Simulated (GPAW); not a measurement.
**O K-edge XANES of KTaO3 (Pm-3m)**

How does the O K edge of KTaO3 (Pm-3m) move when the bonds are compressed or stretched?

Calculated with GPAW 26.7.0; X-ray absorption from dipole matrix elements to empty bands, plane-wave PAW revPBE, without spin-orbit coupling.

## 1. The starting structure

The structure is cubic, space group Pm-3m (No. 221). Conventional cell: a = 3.988 Å, b = 3.988 Å, c = 3.988 Å, α = 90.00°, β = 90.00°, γ = 90.00°. Nearest to Ta lie 6 O at 1.99 Å. K has 12 O at 2.82 Å nearest. Nearest to O lie 2 Ta at 1.99 Å and 4 K at 2.82 Å. Farther neighbours and most contacts between anions are not listed.

As a file:

```cif
data_structure
_symmetry_space_group_name_H-M 'P 1'
_symmetry_Int_Tables_number 1
_cell_length_a 3.9883
_cell_length_b 3.9883
_cell_length_c 3.9883
_cell_angle_alpha 90.000
_cell_angle_beta 90.000
_cell_angle_gamma 90.000
_cell_volume 63.44
loop_
_atom_site_label
_atom_site_type_symbol
_atom_site_fract_x
_atom_site_fract_y
_atom_site_fract_z
_atom_site_occupancy
Ta1 Ta 0.00000 0.00000 0.00000 1
K2 K 0.50000 0.50000 0.50000 1
O3 O 0.00000 0.00000 0.50000 1
O4 O 0.00000 0.50000 0.00000 1
O5 O 0.50000 0.00000 0.00000 1
```

## 2. The field without a hole

A plain self-consistent run shows whether there is a gap, which decides the set-up of the core-hole run.

scf.py

```python
import numpy as np
from ase import Atoms
from ase.parallel import parprint, paropen
from gpaw import GPAW, PW, FermiDirac, Mixer, MixerDif, setup_paths
from gpaw.test import gen
setup_paths.insert(0, '.')
gen('O', name='nch1s', xcname='revPBE', corehole=(1, 0, 0), write_xml=True)
from gpaw.mpi import world
world.barrier()

atoms = Atoms('TaKO3',
    cell=[[3.9883, 0, 0],
     [0, 3.9883, 0],
     [0, 0, 3.9883]],
    scaled_positions=[[0, 0, 0],
     [0.5, 0.5, 0.5],
     [0, 0, 0.5],
     [0, 0.5, 0],
     [0.5, 0, 0]],
    pbc=True)
atoms.calc = calc = GPAW(legacy_gpaw=True, mode=PW(500, force_complex_dtype=True), xc='revPBE', setups={2: 'nch1s'},
    kpts={'size': (6, 6, 6), 'gamma': True}, occupations=FermiDirac(0.05),
    charge=0, mixer=Mixer(0.1, 5, 50), maxiter=150,
    convergence={'density': 0.0001, 'eigenstates': 1e-6}, txt='scf.txt')
energy = atoms.get_potential_energy() + calc.get_reference_energy()
ef = calc.get_fermi_level()
out = dict(energy=energy, fermi=ef, forces=atoms.get_forces().tolist())
parprint(f'all-electron energy {energy:.4f} eV, Fermi level {ef:.4f} eV')
ev = np.array([[calc.get_eigenvalues(k, s) for k in range(len(calc.get_ibz_k_points()))] for s in range(calc.get_number_of_spins())])
out['homo'], out['lumo'], out['counts'] = ev[ev < ef].max(), ev[ev > ef].min(), sorted(set((ev < ef).sum((0, 2)).tolist()))
out['filled'] = (ev[:, 0] < ef).sum(1).tolist()
import json
with paropen('out.json', 'w') as f:
    json.dump(out, f)
```

Started as:

```bash
OMP_NUM_THREADS=1 mpirun -n 4 gpaw python scf.py
```

Numbers of over 12 decimals in the logs are rounded to 6 here.

The program printed:

```text
Input parameters:
  convergence: {density: 0.0001,
                eigenstates: 1e-06}
  kpts: {gamma: True,
         size: (6, 6, 6)}
  maxiter: 150
  mixer: {backend: pulay,
          beta: 0.1,
          method: separate,
          nmaxold: 5,
          weight: 50}
  mode: {ecut: 500.0,
         force_complex_dtype: True,
         name: pw}
  occupations: {fixmagmom: False,
                name: fermi-dirac,
                width: 0.05}
  setups: {2: nch1s}
  xc: revPBE

Initialize ...

[... PAW data sets ...]

Reference energy: -446694.570066  # eV

Spin-paired calculation

[... convergence settings ...]
Symmetries present (total): 16
  [... symmetry matrices ...]

216 k-points: 6 x 6 x 6 Monkhorst-Pack grid + [1/12,1/12,1/12]
40 k-points in the irreducible part of the Brillouin zone
       k-points in crystal coordinates                weights
   0:     0.00000000    0.00000000    0.00000000          1/216
   1:     0.00000000    0.00000000    0.16666667          2/216
   2:     0.00000000    0.00000000    0.33333333          2/216
   3:     0.00000000    0.00000000    0.50000000          1/216
   4:     0.16666667    0.00000000    0.00000000          4/216
   5:     0.16666667    0.00000000    0.16666667          8/216
   6:     0.16666667    0.00000000    0.33333333          8/216
   7:     0.16666667    0.00000000    0.50000000          4/216
   8:     0.16666667    0.16666667    0.00000000          4/216
   9:     0.16666667    0.16666667    0.16666667          8/216
          ...
  39:     0.50000000    0.50000000    0.50000000          1/216

Wave functions: Plane wave expansion
  Cutoff energy: 500.000 eV
  Number of coefficients (min, max): 1575, 1640
  Pulay-stress correction: 0.000000 eV/Ang^3 (de/decut=0.000000)
  Using FFTW library
  Wavefunction extrapolation:
    Improved wavefunction reuse through dual PAW basis

Occupation numbers: Fermi-Dirac:
  width: 0.0500  # eV

Eigensolver
   Davidson(niter=2)

Densities:
  Coarse grid: 21*21*21 grid
  Fine grid: 42*42*42 grid
  Total Charge: 0.000000

Density mixing:
  Method: separate
  Backend: pulay
  Linear mixing parameter: 0.1
  old densities: 5
  Width of damping distribution: 1.1
  Damping of long wavelength oscillations: 50

[... Hamiltonian set-up ...]
Number of atoms: 5
Number of atomic orbitals: 30
Number of bands in calculation: 28
Number of valence electrons: 40
Bands to converge: occupied

... initialized

Initializing position-dependent things.

Density initialized from atomic densities
Creating initial wave functions:
  28 bands from LCAO basis set

Positions:
   0 Ta     0.000000    0.000000    0.000000    ( 0.0000,  0.0000,  0.0000)
   1 K      1.994150    1.994150    1.994150    ( 0.0000,  0.0000,  0.0000)
   2 O      0.000000    0.000000    1.994150    ( 0.0000,  0.0000,  0.0000)
   3 O      0.000000    1.994150    0.000000    ( 0.0000,  0.0000,  0.0000)
   4 O      1.994150    0.000000    0.000000    ( 0.0000,  0.0000,  0.0000)

Unit cell:
           periodic     x           y           z      points  spacing
  1. axis:    yes    3.988300    0.000000    0.000000    21     0.1899
  2. axis:    yes    0.000000    3.988300    0.000000    21     0.1899
  3. axis:    yes    0.000000    0.000000    3.988300    21     0.1899

  Lengths:   3.988300   3.988300   3.988300
  Angles:   90.000000  90.000000  90.000000

Effective grid spacing dv^(1/3) = 0.1899

iter:   1   -42.092177
iter:   2   -39.281121   -1.07  -0.95
iter:   3   -36.869081   -0.87  -1.07
iter:   4   -36.953473   -2.35  -1.43
iter:   5   -36.903080   -2.08  -1.48
iter:   6   -36.915821   -2.51  -2.39
iter:   7   -36.918784c  -2.44  -2.27
iter:   8   -36.897003   -2.99  -2.23
iter:   9   -36.896985   -4.28  -2.86
iter:  10   -36.896426c  -4.54  -2.98
iter:  11   -36.896420c  -5.58  -3.86
iter:  12   -36.896420c  -6.70c -4.32c

Converged after 12 iterations.

Dipole moment: (0.000000, 0.000000, 0.000000) |e|*Ang

Energy contributions relative to reference atoms: (reference = -446694.570066)

Kinetic:        +32.230080
Potential:      -34.494734
External:        +0.000000
XC:             -34.166698
Entropy (-ST):   -0.000000
Local:           -0.465069
SIC:             +0.000000
--------------------------
Free energy:    -36.896420
Extrapolated:   -36.896420

Showing only first 2 kpts
 Kpt  Band  Eigenvalues  Occupancy
  0    18      4.92453    2.00000
  0    19      4.92453    2.00000
  0    20      7.74948    0.00000
  0    21      7.74948    0.00000

  1    18      4.81437    2.00000
  1    19      4.81437    2.00000
  1    20      7.78625    0.00000
  1    21      8.53539    0.00000

Fermi level: 6.66363

Gap: 2.213 eV
Transition (v -> c):
  (s=0, k=38, n=19, [0.50, 0.50, 0.33]) -> (s=0, k=0, n=20, [0.00, 0.00, 0.00])
Direct/indirect transitions are different
Direct gap: 2.825 eV
Transition at: (s=0, k=0, n=19, [0.00, 0.00, 0.00])

Forces in eV/Ang:
  0 Ta    0.00000    0.00000    0.00000
  1 K     0.00000    0.00000    0.00000
  2 O     0.00000    0.00000    0.00000
  3 O     0.00000    0.00000    0.00000
  4 O     0.00000    0.00000    0.00000
Scalar-relativistic atomic revPBE calculation for O (Oxygen, Z=8)
Core hole in 1s state (1s occupation: 2.0)
300 radial gridpoints.
|------------------------------------------------|
|------------------------------------------------|
[... the atom generator's iteration count ...]

Energy contributions:
-------------------------
Kinetic:      +74.948550
XC:            -8.337853
Potential:   -141.669605
-------------------------
Total:        -75.058908

state      eigenvalue         ekin         rmax
-----------------------------------------------
1s^2.0 :   -18.924438    29.190860        0.129
2s^2.0 :    -0.881898     3.219331        0.871
2p^4.0 :    -0.329595     2.532042        0.821
-----------------------------------------------
(units: Bohr and Hartree)

Generating PAW setup
Kinetic energy of the core from tauc = 58.428538
Cutoffs:
rc(s)=1.300
rc(p)=1.130
rc(d)=1.170
rc(vbar)=1.300
rc(comp)=1.260
rc(nct)=1.300

Kinetic energy of the core states: 58.381721
Charge: 0.0
Core electrons: 2.0
Valence electrons: 6.0
Pseudo-core charge: 0.000732
Shape function alpha=6.299
Pseudo-electron charge 5.684612
state    eigenvalue         norm
--------------------------------
2s(2) :    -0.881898     1.082464
*s    :     0.118102
2p(4) :    -0.329595     0.879738
*p    :     0.670405
*d    :     0.000000
--------------------------------

Diagonalizing with gridspacing h=0.050

state   all-electron     PAW
-------------------------------
2s:      -0.881898    -0.883008
2p:      -0.329595    -0.333354
*d:                    0.048653
*f:                    0.076486
-------------------------------
all-electron energy -446731.4665 eV, Fermi level 6.6636 eV
```

Elapsed: 8.8 s, on 4 MPI ranks of Arm Neoverse V2, shared host; peak memory 0.2 GiB; 35 s of CPU time.

The mesh shows a gap of 2.21 eV, so the hole is first treated in a charged cell, without the excited electron.

## 3. Reference energy of the supercell

The photon energy needs a difference of total energies, so the cell and mesh of the coming hole run are first run without a hole.

scf.py: that of step 2 with these lines changed.

```diff
@@ -10,14 +10,19 @@
 
-atoms = Atoms('TaKO3',
-    cell=[[3.9883, 0, 0],
-     [0, 3.9883, 0],
-     [0, 0, 3.9883]],
+atoms = Atoms('Ta2K2O6',
+    cell=[[3.9883, 0, 3.9883],
+     [0, 3.9883, 3.9883],
+     [-3.9883, 0, 3.9883]],
     scaled_positions=[[0, 0, 0],
-     [0.5, 0.5, 0.5],
-     [0, 0, 0.5],
-     [0, 0.5, 0],
-     [0.5, 0, 0]],
+     [0.5, 0, 0.5],
+     [0.25, 0.5, 0.75],
+     [0.75, 0.5, 0.25],
+     [0.25, 0, 0.25],
+     [0.75, 0, 0.75],
+     [0.75, 0.5, 0.75],
+     [0.25, 0.5, 0.25],
+     [0.25, 0, 0.75],
+     [0.75, 0, 0.25]],
     pbc=True)
-atoms.calc = calc = GPAW(legacy_gpaw=True, mode=PW(500, force_complex_dtype=True), xc='revPBE', setups={2: 'nch1s'},
-    kpts={'size': (6, 6, 6), 'gamma': True}, occupations=FermiDirac(0.05),
+atoms.calc = calc = GPAW(legacy_gpaw=True, mode=PW(500, force_complex_dtype=True), xc='revPBE', setups={4: 'nch1s'},
+    kpts={'size': (4, 4, 4), 'gamma': True}, occupations=FermiDirac(0.02),
     charge=0, mixer=Mixer(0.1, 5, 50), maxiter=150,
```

The program printed:

```text
Input parameters:
  convergence: {density: 0.0001,
                eigenstates: 1e-06}
  kpts: {gamma: True,
         size: (4, 4, 4)}
  maxiter: 150
  mixer: {backend: pulay,
          beta: 0.1,
          method: separate,
          nmaxold: 5,
          weight: 50}
  mode: {ecut: 500.0,
         force_complex_dtype: True,
         name: pw}
  occupations: {fixmagmom: False,
                name: fermi-dirac,
[...]
2s(2) :    -0.881898     1.082464
*s    :     0.118102
2p(4) :    -0.329595     0.879738
*p    :     0.670405
*d    :     0.000000
--------------------------------

Diagonalizing with gridspacing h=0.050

state   all-electron     PAW
-------------------------------
2s:      -0.881898    -0.883008
2p:      -0.329595    -0.333354
*d:                    0.048653
*f:                    0.076486
-------------------------------
all-electron energy -893462.8902 eV, Fermi level 6.1106 eV
[key lines of the parts left out:]
Converged after 17 iterations.
Dipole moment: (-0.000000, 0.000000, 0.000000) |e|*Ang
Free energy:    -73.750161
Fermi level: 6.11055
```

Run time: 23 s. Hardware: 4 MPI ranks; peak memory 0.25 GiB; 91 s of CPU time.

Reference energy: -893462.890 eV with the cores included.

(Continued in part 2 of 3.)

[Banner, clock and machine lines of the logs are left out without a mark of their own.]

[Logs are printed without paths, hosts, clocks, repeated set-up lines and the standing remarks that a program may print on its own settings, such as how far it seeks lower states.]

[Hosts, paths, dates, database ids (printed as entryN), source tags and the programs' standing remarks are cut or masked in the printed files.]

[Lists of maxima count a maximum above −3 eV only where it reaches 4 % of the highest in the window and stands out from its surroundings by 2 % of it (1.5 % where it reaches 55 %); shoulders and weaker maxima are passed over, and of the rest the first, up to two pre-edge ones and the few strongest are named.]
